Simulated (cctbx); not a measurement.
## Diagnosing a refinement

Cell a = 19.4360 Å, b = 3.7690 Å, c = 7.2650 Å, α = 90.00°, β = 108.07°, γ = 90.00°; space group C2/m (no. 12). The compound is Mg6C3I2Cl.

Simulated single-crystal data (cctbx): Mo Kα, λ = 0.71073 Å, to d = 0.6 Å, 50 % of the full sphere, strongest reflection 20000 counts, noise from counting, a 4 % proportional error and a noise floor of 8 counts (s.d.); no absorption.

An anisotropic refinement with weights 1/σ² prints:

```text
Rint 0.032, 1238 unique reflections to 0.60 A
cycle     R1     wR2    GooF  max shift (A)
   1  0.1243  0.2958   6.005   0.00348
   2  0.0339  0.0929   1.886   0.00011
final R1 0.0339 wR2 0.0929 GooF 1.886  parameters 38  data/parameter 32.6
atom        x        y        z      Ueq    occ   su(xyz)  su(Uiso or U11)
I1     0.33452  0.00000  0.00452   0.0043  1.000  0.00004  0.0001
Mg1    0.00000  0.00000  0.00000  -0.0081  1.000  0.00000  0.0005  NPD
Cl1    0.25588  0.00000  0.31099   0.0256  1.000  0.00029  0.0007
Mg2    0.08994  0.50000  0.31021   0.0081  1.000  0.00028  0.0007
Mg3    0.42545  0.50000  0.30980   0.0086  1.000  0.00029  0.0007
C1     0.33435  0.50000  0.50139   0.0105  1.000  0.00072  0.0019
C2     0.00000  0.50000  0.50000   0.0101  1.000  0.00000  0.0027
difference map: max 5.19 min -2.75 rms 0.38
Q1    0.0000  0.0000  0.0000    2    5.19  0.00 A from Mg1
Q2    0.1677  0.5000  0.0060    4    3.67  0.07 A from I1
Q3    0.1127  0.5000  0.3666    4    1.24  0.50 A from Mg2
Q4    0.0400  0.0000  0.1491    4    1.09  1.12 A from Mg1
Q5    0.0697  0.5000  0.3592    4    1.06  0.61 A from Mg2
Q6    0.0866  0.0000  0.6117    4    1.00  0.68 A from Mg3
```

**Question.** Can this result stand? If not, what is the likely fault?

Mend it. The fault: elements exchanged: Cl1 is Mg and Mg1 is Cl. Against the right model at the same level, R1 goes from 0.0200 to 0.0339 and GooF from 0.94 to 1.89, U of Mg1 shrinks from 0.0078 to -0.0081 Å², U of Cl1 swells from 0.0089 to 0.0256 Å², the top difference peak, 5.2 e/Å³, lies on Mg1 and Mg1 goes non-positive-definite. Cl1 has 5 electrons too many and its U swells to shed them, as expected; Mg1 has 5 electrons too few and its U shrinks to make up, as expected.

The compound is Mg6C3I2Cl. The right model at the same level gives:

```text
Rint 0.032, 1238 unique reflections to 0.60 A
cycle     R1     wR2    GooF  max shift (A)
   1  0.0203  0.0473   0.960   0.00069
   2  0.0200  0.0466   0.945   0.00002
final R1 0.0200 wR2 0.0466 GooF 0.945  parameters 38  data/parameter 32.6
atom        x        y        z      Ueq    occ   su(xyz)  su(Uiso or U11)
I1     0.33450  0.00000  0.00443   0.0049  1.000  0.00002  0.0001
Cl1    0.00000  0.00000  0.00000   0.0078  1.000  0.00000  0.0003
Mg1    0.25592  0.00000  0.31110   0.0089  1.000  0.00014  0.0003
Mg2    0.09009  0.50000  0.31067   0.0092  1.000  0.00014  0.0004
Mg3    0.42536  0.50000  0.30944   0.0095  1.000  0.00015  0.0004
C1     0.33433  0.50000  0.50169   0.0109  1.000  0.00035  0.0010
C2     0.00000  0.50000  0.50000   0.0105  1.000  0.00000  0.0013
difference map: max 0.94 min -0.97 rms 0.19
Q1    0.0681  0.5000  0.3586    4    0.94  0.63 A from Mg2
Q2    0.0324  0.0000  0.7686    4    0.81  1.13 A from Mg3
Q3    0.2422  0.5000  0.6035    4    0.80  0.61 A from Mg1
Q4    0.1980  0.5000  0.3848    4    0.77  2.00 A from Mg2
Q5    0.0879  0.0000  0.6160    4    0.77  0.67 A from Mg3
Q6    0.0461  0.0000  0.1649    4    0.70  1.25 A from Cl1
```

Isotropic U is held between 0.0001 and 1 Å² by the program, and listed peak heights are interpolated, so they can pass the grid's maximum.

The model was made for the exercise: a known structure type with other elements put in, its volume estimated, not relaxed; displacement parameters are assumed.

[Middle refinement cycles are left out of these outputs.]

[Logs are printed without paths, hosts, clocks, repeated set-up lines and the standing remarks that a program may print on its own settings, such as how far it seeks lower states.]
